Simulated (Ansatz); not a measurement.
## What Sn2TeO (built on the sites of a database entry of SnO) distorts into

Which phase does Sn2TeO (built on the sites of a database entry of SnO) fall into along its unstable mode, and how much energy does it gain?

Calculated with Ansatz 0.2.0; DFT PBEsol, scalar-relativistic, plane waves, PAW.

Report form: the programs' logs are mostly left out.

The structure was built from a prototype and need not be the compound's stable phase.

### 1. Set-up

Symmetry: P-4m2, No. 115, tetragonal system. Conventional cell: a = 4.655 Å, b = 4.655 Å, c = 4.497 Å, α = 90.00°, β = 90.00°, γ = 90.00°. Nearest to Sn lie 2 Te at 2.77 Å and 2 O at 2.77 Å. Nearest to O lie 4 Sn at 2.77 Å. Nearest to Te lie 4 Sn at 2.77 Å. Farther neighbours and most contacts between anions are not listed.

### 2. Response at finite wavevector

The cell comes from relaxations at this level that are not shown. Stability and thermal properties need the whole zone. Linear response on a 2×2×2 q mesh gives force constants as far as a supercell of that size would.

File input.yaml:

```yaml
crystal:
  lattice:
    - [4.6545958854, 0.0, 0.0]
    - [0.0, 4.6545958854, 0.0]
    - [0.0, 0.0, 4.4974265172]
  atoms:
    - { symbol: Sn, position: [0.5, 0.0, 0.3328754615] }
    - { symbol: Sn, position: [0.0, 0.5, 0.6671245385] }
    - { symbol: O, position: [0.0, 0.0, 0.0] }
    - { symbol: Te, position: [0.5, 0.5, 0.0] }
kpoints:
  mp_grid: { grid: [12, 12, 12] }
hamiltonian:
  xc: pbesol
scf:
  occupations: { method: methfessel_paxton, width: 0.2 }
output:
  eigenvalues: true
phonons:
  method: dfpt
  qmesh: [2, 2, 2]
  temperatures: { t_max: 1000, t_step: 50 }
  qpath:
    path:
      - [[0.0, 0.0, 0.0], [0.0, 0.5, 0.0], [0.5, 0.5, 0.0], [0.0, 0.0, 0.0], [0.0, 0.0, 0.5], [0.0, 0.5, 0.5], [0.5, 0.5, 0.5], [0.0, 0.0, 0.5]]
      - [[0.0, 0.5, 0.0], [0.0, 0.5, 0.5]]
      - [[0.5, 0.5, 0.0], [0.5, 0.5, 0.5]]
    npoints: 10
```

Command:

```bash
$ ansatz run input.yaml --threads 4 --pin off --max-ram 14336MiB --backend cpu --events-out ev --progress --plain --runs-dir out
```

Run time: 21 min. Hardware: 4 threads of Arm Neoverse V1, shared host; peak memory 2.7 GiB; 82 min of CPU time.

This step gave:

- volume per atom: 24.36 Å³
- gap on the k-mesh: 0 eV
- sum-rule residual before enforcement: 1.25e-5 eV/Å²
- lowest frequency on the path: -219.2 cm⁻¹
- point group: -42m
- highest frequency on the path or at a solved wavevector: 208.2 cm⁻¹
- highest optical mode at the zone centre (no LO-TO term): 190.6 cm⁻¹
- lowest optical zone-centre mode: -174.3 cm⁻¹
- lowest mode on the q mesh (acoustic modes at Γ apart): -219.2 cm⁻¹

Frequencies (cm⁻¹) solved at each irreducible wavevector; negative means imaginary. Frequencies by wavevector, by row:

```tsv
q in reciprocal lattice units	star	mode 1	mode 2	mode 3	mode 4	mode 10	mode 11	mode 12
0 0 0	1	-174.3	-174.3	-62.4	0	171	190.6	190.6
0 0 -0.5	1	-166.6	-166.6	35.9	35.9	176.5	193.6	193.6
0 -0.5 0	2	-145.9	-141.3	-42.3	-20.9	168.9	195.2	208.2
0 -0.5 -0.5	2	-160.1	-140.5	-80.8	-23.3	179.9	190.9	194.6
-0.5 -0.5 0	1	-202	-164.7	-164.7	-53.1	165.5	165.7	190.4
-0.5 -0.5 -0.5	1	-219.2	-181.4	-181.4	-57.6	162.9	162.9	197.8
```

Interpolated from a 2×2×2 q mesh, rough between the solved points. Phonon branches along the path, in cm⁻¹:

```tsv
point	branch 1	branch 2	branch 3	branch 4	branch 9	branch 10	branch 11	branch 12
Γ	-174	-174	-62	0	110	171	191	191
halfway	-158	-146	-91	19	139	168	193	199
X	-146	-141	-42	-21	166	169	195	208
halfway	-181	-140	-120	-61	144	166	191	197
M	-202	-165	-165	-53	166	166	166	190
halfway	-168	-132	-122	-46	133	166	193	197
Γ	-174	-174	-62	0	110	171	191	191
halfway	-170	-170	25	25	119	172	192	192
Z	-167	-167	36	36	120	176	194	194
halfway	-153	-149	-78	24	149	174	193	194
R	-160	-140	-81	-23	167	180	191	195
halfway	-195	-149	-142	-62	153	165	182	197
A	-219	-181	-181	-58	161	163	163	198
halfway	-174	-140	-125	-50	143	168	188	197
Z	-167	-167	36	36	120	176	194	194
jump to X	-146	-141	-42	-21	166	169	195	208
halfway	-153	-141	-63	-22	166	174	195	200
R	-160	-140	-81	-23	167	180	191	195
jump to M	-202	-165	-165	-53	166	166	166	190
halfway	-210	-173	-173	-55	163	164	164	194
A	-219	-181	-181	-58	161	163	163	198
```

Symmetry leaves 6 wavevectors to solve. The lowest mode among them, the acoustic zeros apart, lies at q = (-0.5, -0.5, -0.5) and is imaginary, 219.2i cm⁻¹, so the energy falls along it.

### 3. The mode frozen in, largest atomic shift 0 Å

The mode followed lies at q = (-0.5, -0.5, 0) with frequency 202.0i cm⁻¹, one of the unstable modes though not the softest. At small amplitude the distorted cell has space group no. 113 by a symmetry search on the positions. The undistorted cell that holds it gives the zero of energy on the same k mesh.

System of this step: Sn2TeO (built on the sites of a database entry of SnO). It takes space group P-4m2 (No. 115, tetragonal). The conventional cell has a = 4.655 Å, b = 4.655 Å, c = 4.497 Å, α = 90.00°, β = 90.00°, γ = 90.00°. Nearest to Sn lie 2 O at 2.77 Å and 2 Te at 2.77 Å. O has 4 Sn at 2.77 Å nearest. Nearest to Te lie 4 Sn at 2.77 Å. Farther neighbours and most contacts between anions are not listed.

File input.yaml:

```yaml
crystal:
  lattice:
    - [0.0, 0.0, -4.4974265172]
    - [-4.6545958854, -4.6545958854, 0.0]
    - [-4.6545958854, 4.6545958854, 0.0]
  atoms:
    - { symbol: Sn, position: [0.6671245385, 0.25, 0.25] }
    - { symbol: Sn, position: [0.6671245385, 0.75, 0.75] }
    - { symbol: Sn, position: [0.3328754615, 0.25, 0.75] }
    - { symbol: Sn, position: [0.3328754615, 0.75, 0.25] }
    - { symbol: O, position: [0.0, 0.5, 0.5] }
    - { symbol: O, position: [0.0, 1.0, 1.0] }
    - { symbol: Te, position: [0.0, 0.0, 0.5] }
    - { symbol: Te, position: [0.0, 0.5, 0.0] }
kpoints:
  mp_grid: { grid: [8, 6, 6] }
hamiltonian:
  xc: pbesol
scf:
  occupations: { method: methfessel_paxton, width: 0.2 }
output:
  forces: true
  stress: true
  eigenvalues: true
```

Run time: 16 s. Hardware: 4 threads; peak memory 0.71 GiB; 62 s of CPU time.

This step gave:

```yaml
pressure: -0.01528 GPa
energy_from_the_undistorted_cell: 0 meV/atom
```

The run ends at a pressure of -0.02 GPa, with forces up to 0.0089 eV/Å.

### 4. The mode frozen in, largest atomic shift 0.6 Å

The atoms are moved along the unstable eigenvector, the largest shift by 0.6 Å, with the cell fixed.

input.yaml, the sections that differ from step 3:

```yaml
crystal:
  lattice:
    - [0.0, 0.0, -4.4974265172]
    - [-4.6545958854, -4.6545958854, 0.0]
    - [-4.6545958854, 4.6545958854, 0.0]
  atoms:
    - { symbol: Sn, position: [0.6671245385, 0.2611677968, 0.2611677968] }
    - { symbol: Sn, position: [0.6671245385, 0.7388322032, 0.7388322032] }
    - { symbol: Sn, position: [0.3328754615, 0.2388322032, 0.7611677968] }
    - { symbol: Sn, position: [0.3328754615, 0.7611677968, 0.2388322032] }
    - { symbol: O, position: [-0.1334096283, 0.5, 0.5] }
    - { symbol: O, position: [0.1334096283, 1.0, 1.0] }
    - { symbol: Te, position: [0.0, 0.0, 0.5] }
    - { symbol: Te, position: [0.0, 0.5, 0.0] }
# kpoints, hamiltonian, scf, output: as in step 3
```

Run time: 15 s. Hardware: 4 threads; peak memory 0.73 GiB; 61 s of CPU time.

This step gave:

- pressure: 1.495 GPa
- energy from the undistorted cell: -119.9 meV/atom

The energy, extrapolated to zero smearing, is -119.90 meV/atom against the undistorted cell.

The run ends at a pressure of 1.50 GPa, with forces up to 1.6 eV/Å.

### 5. Energy along the mode, all amplitudes (two of the runs are shown above)

An imaginary frequency means negative curvature, so the energy should fall and then rise again as anharmonic terms take over.

This step gave:

```yaml
depth_at_the_lowest_point_sampled: 119.9 meV/atom
largest_atomic_shift_at_that_point: 0.6 Å
```

Table of energy from the parent by largest atomic shift:

```tsv
largest atomic shift (Å)	energy from the parent (meV/atom)
0.000	0
0.040	-0.688
0.080	-2.74
0.140	-8.30
0.220	-20.0
0.320	-40.7
0.450	-75.1
0.600	-120
```

Displacement at unit largest shift by atom:

```tsv
atom	x (Å)	y (Å)	z (Å)	size
Sn1	-0.17	0.00	0.00	0.17
Sn2	0.17	0.00	0.00	0.17
Sn3	0.00	0.17	0.00	0.17
Sn4	0.00	-0.17	0.00	0.17
O5	0.00	0.00	1.00	1.00
O6	0.00	0.00	-1.00	1.00
Te7	0.00	0.00	0.00	0.00
Te8	0.00	0.00	0.00	0.00
```

The lowest of the steps tried is the last one, at 0.6 Å, 120 meV/atom below the parent; the bottom of the well need not coincide with a step.

### 6. Relaxation from the frozen mode

Starting from the lowest point found, all atoms and the cell are let go, so that strain and other modes of the same symmetry can join in.

input.yaml: that of step 4 with these lines changed.

```diff
@@ -24 +24,6 @@
   eigenvalues: true
+relax:
+  adjacent_minimum: "off"
+  f_tol: 0.002
+  max_steps: 120
+  cell: { stress_tol: 0.03 }
```

Run time: 6.3 min. Hardware: 4 threads; peak memory 0.77 GiB; 25 min of CPU time.

The steps of the relaxation:

```tsv
step	energy less that of the first step (eV)	largest force component (eV/Å)	pressure (GPa)	volume (Å³)
1	0.0000	1.4806	1.50	194.88
2	-1.4093	1.7462	-0.71	200.83
3	-2.6528	1.1112	-0.50	205.95
4	-2.9142	0.6757	-1.62	220.69
5	-2.6692	1.7759	5.06	210.93
6	-3.0099	0.2186	-0.26	218.94
7	-3.0418	0.1260	-0.17	218.58
8	-3.0758	0.0870	-0.04	217.47
9	-3.1099	0.1235	-0.20	216.63
10	-3.1476	0.1441	-0.25	215.26
11	-3.1957	0.1845	-0.51	213.47
12	-3.2503	0.1940	-0.47	210.41
13	-3.2999	0.0820	0.46	207.61
14	-3.3005	0.2359	-0.88	210.91
15	-3.3179	0.0064	0.08	209.14
16	-3.3178	0.0009	0.01	209.38
17*	-3.3521	0.0030	0.20	209.38
18	-3.3527	0.0023	0.02	210.28
19	-3.3526	0.0001	0.00	210.42
20*	-3.3536	0.0002	0.00	210.42
```

Relaxation steps marked * repeat the geometry before them on a plane-wave basis chosen anew for their cell, so energy and pressure can jump there. Relaxation step 5 was tried and not accepted.

The run keeps the 8 symmetry operations that it works with, so distortions that break them were not tested.

```tsv
cell as run	before	after	change
a (Å)	4.497	4.249	-5.5 %
b (Å)	6.583	7.037	+6.9 %
c (Å)	6.583	7.037	+6.9 %
volume (Å³/atom)	24.36	26.30	+8.0 %
```

The atoms that moved most (Å, as changes of fractional coordinates times the final cell):

```tsv
atom	dx	dy	dz	length
O5	0.000	0.000	1.557	1.557
O6	0.000	0.000	-1.557	1.557
Sn2	0.349	0.000	0.710	0.791
Sn3	0.000	0.349	-0.710	0.791
Sn4	0.000	-0.349	-0.710	0.791
Sn1	-0.349	0.000	0.710	0.791
```

Numbers from this step:

- pressure: 9.50e-4 GPa
- volume per atom: 26.30 Å³

The distorted start has space group P-42_1m; the relaxation ends in P4/mbm.

### 7. The new phase in its own primitive cell

The relaxed structure is symmetrised, reduced to its primitive cell and relaxed tightly, as its phonons need.

File input.yaml:

```yaml
crystal:
  lattice:
    - [7.0369296902, 0.0, 0.0]
    - [0.0, 7.0369296902, 0.0]
    - [0.0, 0.0, 4.2493039298]
  atoms:
    - { symbol: Sn, position: [0.7038112086, 0.2038112086, 0.5] }
    - { symbol: Sn, position: [0.2961887914, 0.7961887914, 0.5] }
    - { symbol: Sn, position: [0.2038112086, 0.2961887914, 0.5] }
    - { symbol: Sn, position: [0.7961887914, 0.7038112086, 0.5] }
    - { symbol: O, position: [0.5, 0.0, 0.5] }
    - { symbol: O, position: [0.0, 0.5, 0.5] }
    - { symbol: Te, position: [0.5, 0.5, 0.0] }
    - { symbol: Te, position: [0.0, 0.0, 0.0] }
kpoints:
  mp_grid: { grid: [6, 6, 8] }
hamiltonian:
  xc: pbesol
scf:
  occupations: { method: methfessel_paxton, width: 0.2 }
output:
  forces: true
  stress: true
  eigenvalues: true
relax:
  adjacent_minimum: "off"
  f_tol: 0.001
  max_steps: 60
  cell: { stress_tol: 0.01 }
```

It took 25 s on 4 threads; peak memory 0.84 GiB.

Little changed from the start: no atom moved by 0.005 Å and no cell edge by 0.1 %.

Numbers from this step:

```yaml
pressure: 9.53e-4 GPa
```

The largest force component left is 0.15 meV/Å and the pressure is 0.001 GPa, within the tolerances set. The cell now holds 26.30 Å³/atom.

### 8. Modes of the new phase, k-mesh 6×6×8

A relaxed structure may still be a saddle point, so its zone-centre modes are computed. No field response is asked, since the mesh shows no gap.

input.yaml: that of step 7 with these lines changed.

```diff
@@ -21,9 +21,4 @@
 output:
-  forces: true
-  stress: true
   eigenvalues: true
-relax:
-  adjacent_minimum: "off"
-  f_tol: 0.001
-  max_steps: 60
-  cell: { stress_tol: 0.01 }
+phonons:
+  method: dfpt
```

Elapsed: 5.2 min, on 4 threads; peak memory 4.1 GiB.

Numbers from this step:

- sum-rule residual before enforcement: 9.70e-5 eV/Å²
- point group: 4/mmm
- highest optical mode at the zone centre (no LO-TO term): 593.2 cm⁻¹
- lowest optical zone-centre mode: -41.23 cm⁻¹

Patterns of degenerate modes are one choice out of their space. The modes at Γ (shares of kinetic energy by element, %) (negative means imaginary):

```tsv
mode	frequency (cm⁻¹)	symmetry	Sn %	O %	Te %
1	-41.2	Eu	11	48	42
2	-41.2	Eu	11	48	42
3	0.0	acoustic	62	4	33
4	0.0	acoustic	62	4	33
5	0.0	acoustic	62	4	33
6	31.6	B1u	96	4	0
7	34.7	A2u	12	40	48
8	46.0	B1g	100	0	0
9	56.0	Eg	100	0	0
10	56.0	Eg	100	0	0
11	57.6	Eu	19	41	40
12	57.6	Eu	19	41	40
13	80.1	Eu	9	10	81
14	80.1	Eu	9	10	81
15	84.2	Eu	94	2	4
16	84.2	Eu	94	2	4
17	93.2	A1u	0	0	100
18	100.5	B1u	4	96	0
19	109.7	A2u	26	55	19
20	121.3	A2g	100	0	0
21	156.2	A1g	100	0	0
22	215.2	B2g	100	0	0
23	593.2	Eu	5	95	0
24	593.2	Eu	5	95	0
```

Displacements in mode 1 (-41.2 cm⁻¹), the largest set to 1:
```
Sn1  0.12 -0.04  0.00
Sn2  0.12 -0.04  0.00
Sn3  0.12 -0.05  0.00
Sn4  0.12 -0.05  0.00
O5   1.00 -0.83  0.00
O6   0.62  0.28  0.00
Te7 -0.32  0.12  0.00
Te8 -0.33  0.10  0.00
```

Displacements in mode 16 (84.2 cm⁻¹), the largest set to 1:
```
Sn1  1.00 -0.07  0.00
Sn2  1.00 -0.07  0.00
Sn3 -1.00  0.05  0.00
Sn4 -1.00  0.05  0.00
O5   0.53  0.25  0.00
O6  -0.56  0.32  0.00
Te7  0.28  0.00  0.00
Te8 -0.28 -0.03  0.00
```

Before it was imposed, the acoustic sum rule was missed by 9.7e-5 eV/Å². Small misses are needed for a sound result but don't prove that mesh and cutoff are converged. The lowest optical mode is imaginary, 41.2i cm⁻¹, so the energy falls along it.

### 9. The phases reached

The phases reached along the modes that were followed are set side by side.

Energies are those of the first relaxation, on the mesh of the frozen mode; space group, volume and gap are those of the last relaxation. Phases, by row:

```tsv
mode frozen in	space group	energy from parent (meV/atom)	volume (Å³/atom)	gap on mesh (eV)	lowest zone-centre optical mode (cm⁻¹)	largest shift (Å)
parent	P-4m2	0	24.36	0	–	–
q = (-0.5, -0.5, -0.5), 219i cm⁻¹	I-42m	-474.8	31.89	0	-58.5	1.768
q = (-0.5, -0.5, 0), 202i cm⁻¹	P4/mbm	-538.9	26.3	0	-41.2	2.124
```

### 10. Summary of results

| Property | Result |
| --- | --- |
| unstable mode of the parent | q = (-0.5, -0.5, 0), 202i cm⁻¹ |
| depth at the lowest point sampled | 120 meV/atom |
| largest atomic shift at that point | 0.6 Å |
| space group reached (within 0.01 Å) | P4/mbm |
| energy gained over the parent (first relaxation, on the mesh of the frozen mode) | 539 meV/atom |
| volume per atom, phase reached | 26.3 Å³ |
| lowest optical zone-centre mode, phase reached | -41.2 cm⁻¹ |
| highest optical mode at the zone centre (no LO-TO term), phase reached | 593 cm⁻¹ |

In words: Along this mode the structure falls into P4/mbm, 539 meV/atom below the parent. At the parent's cell the well is 119.9 meV/atom deep on the steps tried, with its lowest point at a shift of 0.6 Å. That is the last step tried, so the steps alone don't bracket the bottom of the well. Relaxing atoms and cell changes the gain by +418.96 meV/atom against the lowest step (energies at zero smearing). Most of the total comes from this relaxation. The new phase still has an imaginary mode at the zone centre of its cell, so it is a saddle point on the way to a lower structure. Of the 2 patterns followed to their end from this parent, this one reaches the lowest energy. Each path keeps the symmetry of its pattern, so a lower phase may lie along a pattern not tried. The q mesh stands for a supercell only 9.0 Å across, so branches between the solved wavevectors are rough. With no gap, or one that is small against the smearing, the frequencies hang on the k mesh and the smearing, most of all near Kohn anomalies. A semilocal functional can close a gap that the real compound would have, so the metallic treatment may be an artefact of the level. Spin-orbit coupling is left out, which can matter for the heavy elements here. The starting cell was built on a prototype and not taken from a measurement, so the phase need not exist.

[Logs are printed without paths, hosts, clocks, repeated set-up lines and the standing remarks that a program may print on its own settings, such as how far it seeks lower states.]

[Hosts, paths, dates, database ids (printed as entryN), source tags and the programs' standing remarks are cut or masked in the printed files.]
